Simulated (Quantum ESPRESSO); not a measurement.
# KNa (Pm-3m): phonons by linear response, part 3 of 3

How does KNa (Pm-3m) vibrate, and is this structure a minimum?

Quantum ESPRESSO 7.5; DFT LDA, scalar-relativistic, plane waves, PseudoDojo norm-conserving pseudopotentials.

So far, highest frequency (cm⁻¹): step 7 (dispersion) 106. The relaxed cell has a = 4.564 Å (conventional setting).

The structure was built from a prototype and need not be the compound's stable phase.

## 8. Density of states

Sums over the zone need many more wavevectors than were solved, so the interpolation is sampled on a dense mesh.

The input, matdyn.in:

```
&input
   asr = 'crystal'
   flfrc = 'x.fc'
   dos = .true.
   fldos = 'x.dos'
   nk1 = 10
   nk2 = 10
   nk3 = 10
   deltaE = 0.3
/
```

Started as:

```sh
$ matdyn.x -in matdyn.in > matdyn.out
```

Numbers of over 12 decimals in the logs are rounded to 6 here.

Log:

```text
[banner, memory and clock lines left out]
Program MATDYN v.7.5

 mass for atomic type   1 not given; uses mass from file x.fc
 mass for atomic type   2 not given; uses mass from file x.fc
 Norm of the difference between old and new effective charges:    0.000000

 Norm of the difference between old and new force-constants:   0.00033857

     Message from routine matdyn:
     Z* not found in file x.fc, TO-LO splitting at q=0 will be absent!

Note: The following floating-point exceptions are signalling: IEEE_UNDERFLOW_FLAG
```

Elapsed: 1.2 s, on 1 thread of Arm Neoverse V2, shared host.

This step gave:

```yaml
share_of_modes_beyond_3i_cm_minus1_on_the_dense_interpolated_mesh: 0
zero_point_energy_per_atom: 13.15 meV
heat_capacity_at_300_k: 24.68 J/(mol atoms K)
vibrational_entropy_at_300_k: 54.19 J/(mol atoms K)
```

The phonon density of states has structure finer than the step of the table below, so its rows give means over 5 cm⁻¹, whole bins alone (the curve runs from 0 to 106 cm⁻¹). Peaks (cm⁻¹: height): total 50.4: 0.0928, 62.4: 0.0864, 86.4: 0.181, 96.0: 0.139, 101.4: 0.225; K 50.4: 0.0565, 62.4: 0.0648, 86.4: 0.0316, 96.0: 0.0647, 101.4: 0.107; Na 50.4: 0.0362, 86.4: 0.149, 101.4: 0.118.

Tetrahedra. Phonon density of states against wavenumber; means over each step; values in 1/cm⁻¹/cell:

```csv
wavenumber (cm⁻¹),total,K,Na
5,2.4e-4,1.5e-4,8.9e-5
10,0.00200,0.00125,7.5e-4
15,0.00528,0.00325,0.00203
20,0.0183,0.0106,0.00773
25,0.0381,0.0204,0.0178
30,0.0469,0.0252,0.0217
35,0.0592,0.0324,0.0268
40,0.0468,0.0262,0.0206
45,0.0496,0.0288,0.0208
50,0.0781,0.0476,0.0305
55,0.0633,0.0439,0.0194
60,0.0717,0.0566,0.0151
65,0.0764,0.0587,0.0178
70,0.0344,0.0264,0.00801
75,0.00886,0.00544,0.00343
80,0.0423,0.00832,0.0340
85,0.134,0.0241,0.110
90,0.0782,0.0218,0.0564
95,0.116,0.0489,0.0667
100,0.155,0.0732,0.0818
```

Harmonic thermodynamic functions per atom, summed over the density of states scaled to three modes an atom; melting is ignored. Thermodynamic functions:

| T (K) | F_vib (meV/atom) | S (J/mol-atom/K) | C_V (J/mol-atom/K) |
| --- | --- | --- | --- |
| 0 | 13.15 | 0 | 0 |
| 50 | 10.48 | 13.57 | 17.62 |
| 100 | -0.52 | 27.82 | 22.69 |
| 200 | -38.75 | 44.24 | 24.35 |
| 300 | -90.09 | 54.19 | 24.68 |
| 400 | -150.1 | 61.3 | 24.79 |
| 500 | -216.6 | 66.84 | 24.85 |
| 600 | -288.3 | 71.38 | 24.88 |
| 700 | -364.3 | 75.21 | 24.89 |
| 800 | -444.1 | 78.54 | 24.91 |
| 900 | -527 | 81.47 | 24.91 |
| 1000 | -612.8 | 84.1 | 24.92 |

At 300 K the heat capacity has reached 99 % of the Dulong-Petit value.

## 9. Zone-centre analysis

A rigid shift of the crystal must cost nothing, but grids and finite bases break this; the acoustic sum rule is imposed before the matrix is diagonalised again.

The input, dynmat.in:

```
&input
   fildyn = 'x.dyn1'
   asr = 'simple'
   fileig = 'dynmat.eig'
/
```

Started as:

```sh
$ dynmat.x -in dynmat.in > dynmat.out
```

Log:

```text
[banner, memory and clock lines left out]
Program DYNMAT v.7.5

     Reading Dynamical Matrix from file x.dyn1
     ...Force constants read
     ...epsilon and Z* not read (not found on file)
     A direction for q was not specified:TO-LO splitting will be absent

     Polarizability (A^3 units)
     multiply by 1.000000 for Clausius-Mossotti correction
         0.000000    0.000000    0.000000
         0.000000    0.000000    0.000000
         0.000000    0.000000    0.000000

     IR activities are in (D/A)^2/amu units

# mode   [cm-1]    [THz]      IR
    1     -0.00   -0.0000    0.0000
    2     -0.00   -0.0000    0.0000
    3     -0.00   -0.0000    0.0000
    4    102.81    3.0822    0.0000
    5    102.81    3.0822    0.0000
    6    102.81    3.0822    0.0000
```

The job ended after 0.45 s (1 thread).

This step gave:

```
highest optical zone-centre mode (no LO-TO term) : 102.8 cm⁻¹
lowest optical zone-centre mode                  : 102.8 cm⁻¹
```

Unit eigenvectors of the mass-weighted matrix after the sum rule; no LO-TO term. Modes at Γ, with each element's share of the kinetic energy:

```
mode  frequency (cm⁻¹)  symmetry  K %  Na %
   1               0.0  acoustic   63    37
   2               0.0  acoustic   63    37
   3               0.0  acoustic   63    37
   4             102.8       T1u   37    63
   5             102.8       T1u   37    63
   6             102.8       T1u   37    63
```

Displacements in mode 5 (102.8 cm⁻¹), the largest set to 1:
```
K1   0.00  0.00 -0.59
Na2  0.00  0.00  1.00
```

The rule also moves an optical mode by 1.2 cm⁻¹.

## 10. Sum rules set otherwise (asr crystal)

The rule can be imposed in more than one way; the choices should agree where the raw error is small.

The input, dynmat.in:

```
&input
   fildyn = 'x.dyn1'
   asr = 'crystal'
   fileig = 'dynmat.eig'
/
```

Started as:

```sh
$ dynmat.x -in dynmat.in > dynmat.out
```

Log:

```text
[banner, memory and clock lines left out]
Program DYNMAT v.7.5

     Reading Dynamical Matrix from file x.dyn1
     ...Force constants read
     ...epsilon and Z* not read (not found on file)
     Acoustic Sum Rule: || Z*(ASR) - Z*(orig)|| =    0.000000E+00
     Acoustic Sum Rule: ||dyn(ASR) - dyn(orig)||=    9.576217E-04
     A direction for q was not specified:TO-LO splitting will be absent

     Polarizability (A^3 units)
     multiply by 1.000000 for Clausius-Mossotti correction
         0.000000    0.000000    0.000000
         0.000000    0.000000    0.000000
         0.000000    0.000000    0.000000

     IR activities are in (D/A)^2/amu units

# mode   [cm-1]    [THz]      IR
    1     -0.00   -0.0000    0.0000
    2     -0.00   -0.0000    0.0000
    3     -0.00   -0.0000    0.0000
    4    103.56    3.1046    0.0000
    5    103.56    3.1046    0.0000
    6    103.56    3.1046    0.0000
```

The job ended after 0.45 s (1 thread).

Numbers from this step:

| Property | Result |
| --- | --- |
| highest optical zone-centre mode (no LO-TO term) | 103.6 cm⁻¹ |
| lowest optical zone-centre mode | 103.6 cm⁻¹ |

Zone-centre frequencies as printed; negative means imaginary. Modes:

```
mode  frequency (cm⁻¹)
   1                 0
   2                 0
   3                 0
   4             103.6
   5             103.6
   6             103.6
```

Against the first rule no mode moves by more than 0.8 cm⁻¹.

## 11. Sum rules set otherwise: a sum rule for molecules or wires on a crystal

This rule also removes rotations, which suits wires and not a crystal; it is tried to see the harm.

The input, dynmat.in:

```
&input
   fildyn = 'x.dyn1'
   asr = 'one-dim'
   fileig = 'dynmat.eig'
/
```

Started as:

```sh
$ dynmat.x -in dynmat.in > dynmat.out
```

Log:

```text
[banner, memory and clock lines left out]
Program DYNMAT v.7.5

     Reading Dynamical Matrix from file x.dyn1
     ...Force constants read
     ...epsilon and Z* not read (not found on file)
asr rotation axis in 1D system=    3
     Acoustic Sum Rule: || Z*(ASR) - Z*(orig)|| =    0.000000E+00
     Acoustic Sum Rule: ||dyn(ASR) - dyn(orig)||=    2.352118E-02
     A direction for q was not specified:TO-LO splitting will be absent

     Polarizability (A^3 units)
     multiply by 1.000000 for Clausius-Mossotti correction
         0.000000    0.000000    0.000000
         0.000000    0.000000    0.000000
         0.000000    0.000000    0.000000

     IR activities are in (D/A)^2/amu units

# mode   [cm-1]    [THz]      IR
    1     -0.00   -0.0000    0.0000
    2     -0.00   -0.0000    0.0000
    3     -0.00   -0.0000    0.0000
    4      0.00    0.0000    0.0000
    5    103.56    3.1046    0.0000
    6    103.56    3.1046    0.0000
```

Wall time 0.45 s (1 thread).

The program raised no error, yet the settings are not those of a careful run.

The fault: a sum rule for molecules or wires on a crystal; 1 optical mode is projected out to zero frequency, as if it were a rotation.

For a crystal the rule has to be 'simple' or 'crystal'.

Zone-centre frequencies as printed; negative means imaginary. Modes:

```
mode  frequency (cm⁻¹)
   1                 0
   2                 0
   3                 0
   4                 0
   5             103.6
   6             103.6
```

## 12. The dispersion under another sum rule (asr simple)

The sum rule corrects the force constants themselves, so it can shift branches at any wavevector, low ones most.

The input, matdyn.in:

```
&input
   asr = 'simple'
   flfrc = 'x.fc'
   flfrq = 'x.freq'
   flvec = 'x.modes'
   q_in_band_form = .true.
   q_in_cryst_coord = .true.
/
8
  0.0000000   0.0000000   0.0000000   8  ! GAMMA
  0.0000000   0.5000000   0.0000000   8  ! X
  0.5000000   0.5000000   0.0000000   8  ! M
  0.0000000   0.0000000   0.0000000   8  ! GAMMA
  0.5000000   0.5000000   0.5000000   8  ! R
  0.0000000   0.5000000   0.0000000   1  ! X
  0.5000000   0.5000000   0.5000000   8  ! R
  0.5000000   0.5000000   0.0000000   1  ! M
```

Started as:

```sh
$ matdyn.x -in matdyn.in > matdyn.out
```

Log:

```text
[banner, memory and clock lines left out]
Program MATDYN v.7.5

 mass for atomic type   1 not given; uses mass from file x.fc
 mass for atomic type   2 not given; uses mass from file x.fc
     Message from routine matdyn:
     Z* not found in file x.fc, TO-LO splitting at q=0 will be absent!
     Message from routine matdyn:
     Z* not found in file x.fc, TO-LO splitting at q=0 will be absent!

Note: The following floating-point exceptions are signalling: IEEE_UNDERFLOW_FLAG
```

The job ended after 0.45 s (1 thread).

At the labelled points the branches move by no more than 6.9 cm⁻¹.

## 13. A changed mass

Force constants don't depend on the masses, so an isotope effect costs no new response.

The input, matdyn.in:

```
&input
   asr = 'crystal'
   flfrc = 'x.fc'
   flfrq = 'x.freq'
   flvec = 'x.modes'
   q_in_band_form = .true.
   q_in_cryst_coord = .true.
   amass(1) = 39.098
   amass(2) = 45.98
/
8
  0.0000000   0.0000000   0.0000000   8  ! GAMMA
  0.0000000   0.5000000   0.0000000   8  ! X
  0.5000000   0.5000000   0.0000000   8  ! M
  0.0000000   0.0000000   0.0000000   8  ! GAMMA
  0.5000000   0.5000000   0.5000000   8  ! R
  0.0000000   0.5000000   0.0000000   1  ! X
  0.5000000   0.5000000   0.5000000   8  ! R
  0.5000000   0.5000000   0.0000000   1  ! M
```

Started as:

```sh
$ matdyn.x -in matdyn.in > matdyn.out
```

Log:

```text
[banner, memory and clock lines left out]
Program MATDYN v.7.5

 Norm of the difference between old and new effective charges:    0.000000

 Norm of the difference between old and new force-constants:   0.00033857

     Message from routine matdyn:
     Z* not found in file x.fc, TO-LO splitting at q=0 will be absent!
     Message from routine matdyn:
     Z* not found in file x.fc, TO-LO splitting at q=0 will be absent!

Note: The following floating-point exceptions are signalling: IEEE_UNDERFLOW_FLAG
```

Run time: 0.45 s. Hardware: 1 thread.

Matdyn.x, sum rule crystal. Phonon branches along the path, in cm⁻¹:

| point | branch 1 | branch 2 | branch 3 | branch 4 | branch 5 | branch 6 |
| --- | --- | --- | --- | --- | --- | --- |
| Γ | 0 | 0 | 0 | 86 | 86 | 86 |
| halfway | 32 | 32 | 36 | 79 | 79 | 83 |
| X | 51 | 60 | 60 | 60 | 60 | 80 |
| halfway | 29 | 40 | 57 | 61 | 82 | 89 |
| M | 15 | 15 | 55 | 62 | 94 | 94 |
| halfway | 14 | 42 | 55 | 71 | 74 | 89 |
| Γ | 0 | 0 | 0 | 86 | 86 | 86 |
| halfway | 36 | 36 | 49 | 76 | 83 | 83 |
| R | 53 | 53 | 53 | 84 | 84 | 84 |
| halfway | 30 | 42 | 57 | 71 | 82 | 90 |
| X | 51 | 60 | 60 | 60 | 60 | 80 |
| jump to R | 53 | 53 | 53 | 84 | 84 | 84 |
| halfway | 37 | 37 | 58 | 71 | 90 | 90 |
| M | 15 | 15 | 55 | 62 | 94 | 94 |

The phonon branches as a text plot (rows in cm⁻¹):

```
     92 |            *******                        *        ****
     88 |          **     * ****           **    *** *     **
     84 |****     * *          ********************** **  *
     80 |  *******         *  **                 *   *  ** *
     76 |    *     *                 *  **        **        *
     72 |     *             ***                     * **     *
     68 |         *        *          **
     65 |      * *        *                          ****     *
     61 |       **********                            ****    ***
     57 |        * *******  **        **          ****  *   **  *
     53 |      ** *       *                  *****       ***
     49 |     ** * *       *  *         ** ***  *     **   *
     45 |     *                      *    *      *   *  *
     41 |    *    * *       **            ***     ***       *
     37 |   *                           **        **  **     *
     33 |   *      *      *   **
     29 |  *        *                 **            **        *
     25 |  *         *
     22 |            *  **     *   **                          *
     18 | *           *         **   *                          *
     14 |              *******
     10 |*                    **** **
      6 |                       **
      2 |                         *
         Γ      X      M          Γ            R        X|R     M
```

The top of the path falls from 106 to 94 cm⁻¹, a ratio of 0.89; a mode of that atom alone would give 0.71.

## 14. Results

```json
{"space group after relaxation": "Pm-3m", "volume per atom": "47.5 Å³", "highest optical zone-centre mode (no LO-TO term)": "102.8 cm⁻¹", "q mesh": "2×2×2", "lowest mode on the q mesh (acoustic ones at the zone centre apart)": "19.3 cm⁻¹", "zero-point energy per atom": "13.2 meV", "heat capacity at 300 K": "24.7 J/(mol atoms K)", "vibrational entropy at 300 K": "54.2 J/(mol atoms K)", "imaginary modes on the q mesh": "none"}
```

In words: KNa (Pm-3m) is dynamically stable on the 2×2×2 mesh; its spectrum reaches 106 cm⁻¹. At the LDA level the optical modes of KNa (Pm-3m) at the zone centre lie at 103 cm⁻¹. These are harmonic frequencies at zero temperature: anharmonic shifts and linewidths and thermal expansion are left out. In a metal the frequencies hang on the k mesh and the smearing, most of all near Kohn anomalies. The structure is a hypothetical one, built on a prototype.

[Host names and launcher messages were left out of these logs when they were recorded.]

[Logs are printed without paths, hosts, clocks, repeated set-up lines and the standing remarks that a program may print on its own settings, such as how far it seeks lower states.]

[Hosts, paths, dates, database ids (printed as entryN), source tags and the programs' standing remarks are cut or masked in the printed files.]
